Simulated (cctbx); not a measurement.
# LaMnPt: solution and refinement

Cell a = 7.1400 Å, b = 4.4750 Å, c = 7.6980 Å, α = 90.00°, β = 90.00°, γ = 90.00°; space group Pnma (no. 62); content Pt4 La4 Mn4.

Simulated single-crystal data (cctbx): Mo Kα, λ = 0.71073 Å, to d = 0.8 Å, 80 % of the full sphere, strongest reflection 40000 counts, noise from counting, a 3 % proportional error and a noise floor of 4 counts (s.d.); no absorption, and some extinction, which the refinements don't model.

1 earlier start (other random phases, and plain and normalised amplitudes in turn) led nowhere (symmetry correlation 0.81).

Charge flipping in P1 on normalised amplitudes to 0.8 Å, δ = 1.1 σ, 10 % of the reflections treated as weak, 200 cycles:

```text
cycle      R  skewness
    0  0.612     0.20
   16  0.514     1.61
   32  0.484     2.59
   48  0.478     3.22
   64  0.467     3.14
   80  0.464     3.21
   96  0.459     3.01
  112  0.463     2.98
  128  0.442     2.83
  144  0.470     3.14
  160  0.472     3.01
  176  0.449     3.01
  192  0.465     3.39
origin shift          correlation  skewness
 0.388  0.389  0.022      0.752      5.00
 0.393  0.360  0.445      0.742      1.85
 0.208  0.361  0.450      0.726      1.55
 0.477  0.179  0.463      0.756      0.81
taken: symmetry correlation 0.752, skewness 5.00
peak      x       y       z  mult  height/sigma
Q1    0.2003  0.2500  0.8869    4     14.3
Q2    0.0294  0.7500  0.6691    4     11.1
Q3    0.1367  0.7500  0.0543    4      3.2
Q4    0.0368  0.1021  0.6037    8      2.8
Q5    0.0331  0.7500  0.9540    4      1.9
Q6    0.1053  0.2500  0.1065    4      1.8
Q7    0.2162  0.7500  0.9156    4      1.8
Q8    0.1416  0.7500  0.5851    4      1.5
```

The origin is taken among those within 0.04 of the best correlation, by the skewness of the map.

Run time: 0.55 s on 1 thread of Arm Neoverse N1, on a shared host, peak memory 0.07 GiB.

**Question.** Which peaks are atoms, and which elements?

Heights go roughly as Z and multiplicities must add up to the content. First model: Q1 = Pt1 (4 in the cell, height 14.3), Q2 = La1 (4 in the cell, height 11.1) and Q3 = Mn1 (4 in the cell, height 3.2). Against the true structure, Q1 is Pt, Q2 is La and Q3 is Mn; the other peaks are not atoms.

Least squares on F², isotropic:

```text
Rint 0.025, 282 unique reflections to 0.80 A
cycle     R1     wR2    GooF  max shift (A)
   1  0.2167  0.5361  26.854   0.05685
   2  0.0099  0.0205   1.029   0.00007
final R1 0.0099 wR2 0.0205 GooF 1.029  parameters 9  data/parameter 31.3
atom        x        y        z      Ueq    occ   su(xyz)  su(Uiso or U11)
Pt1    0.20653  0.25000  0.88558   0.0022  1.000  0.00002  0.0001
La1    0.02730  0.75000  0.67623   0.0027  1.000  0.00003  0.0001
Mn1    0.14044  0.75000  0.06076   0.0039  1.000  0.00010  0.0002
difference map: max 0.68 min -1.22 rms 0.26
Q1    0.0297  0.2500  0.7565    4    0.68  1.61 A from Pt1
Q2    0.0337  0.2500  0.9848    4    0.67  1.29 A from Mn1
Q3    0.2164  0.5922  0.8736    8    0.67  1.54 A from Pt1
Q4    0.0952  0.7500  0.3037    4    0.63  1.55 A from Pt1
Q5    0.2022  0.9886  0.4967    8    0.61  1.51 A from Pt1
```

Anisotropic refinement:

```text
Rint 0.025, 282 unique reflections to 0.80 A
cycle     R1     wR2    GooF  max shift (A)
   1  0.0125  0.0266   1.357   0.00017
   2  0.0098  0.0202   1.028   0.00000
final R1 0.0098 wR2 0.0202 GooF 1.028  parameters 18  data/parameter 15.7
atom        x        y        z      Ueq    occ   su(xyz)  su(Uiso or U11)
Pt1    0.20653  0.25000  0.88558   0.0022  1.000  0.00002  0.0001
La1    0.02729  0.75000  0.67623   0.0027  1.000  0.00004  0.0001
Mn1    0.14043  0.75000  0.06074   0.0039  1.000  0.00010  0.0004
difference map: max 0.68 min -1.21 rms 0.26
Q1    0.2163  0.5915  0.8731    8    0.69  1.53 A from Pt1
Q2    0.0294  0.2500  0.7571    4    0.68  1.61 A from Pt1
Q3    0.0337  0.2500  0.9833    4    0.67  1.29 A from Mn1
Q4    0.0949  0.7500  0.3031    4    0.63  1.55 A from Pt1
Q5    0.2055  0.9889  0.4963    8    0.61  1.50 A from Pt1
Q6    0.1040  0.0251  0.2159    8    0.61  1.61 A from La1
```

**Reading.** The refinement ends at R1 = 0.0098, wR2 = 0.0202, GooF = 1.03, with difference density between -1.21 and 0.68 e/Å³. Every site matches the true model in element, within 0.001 Å r.m.s., up to an allowed shift of origin.

True model:

| atom | mult. | x | y | z | Ueq (Å²) |
| --- | --- | --- | --- | --- | --- |
| Pt1 | 4 | 0.2065 | 3/4 | 0.1144 | 0.0025 |
| La1 | 4 | 0.4727 | 3/4 | 0.8238 | 0.0030 |
| Mn1 | 4 | 0.3596 | 3/4 | 0.4391 | 0.0041 |

The model is made up (kin elements in a known structure type, no relaxation), so it says nothing on whether the phase exists.

[Middle refinement cycles are left out of these outputs.]

[Logs are printed without paths, hosts, clocks, repeated set-up lines and the standing remarks that a program may print on its own settings, such as how far it seeks lower states.]
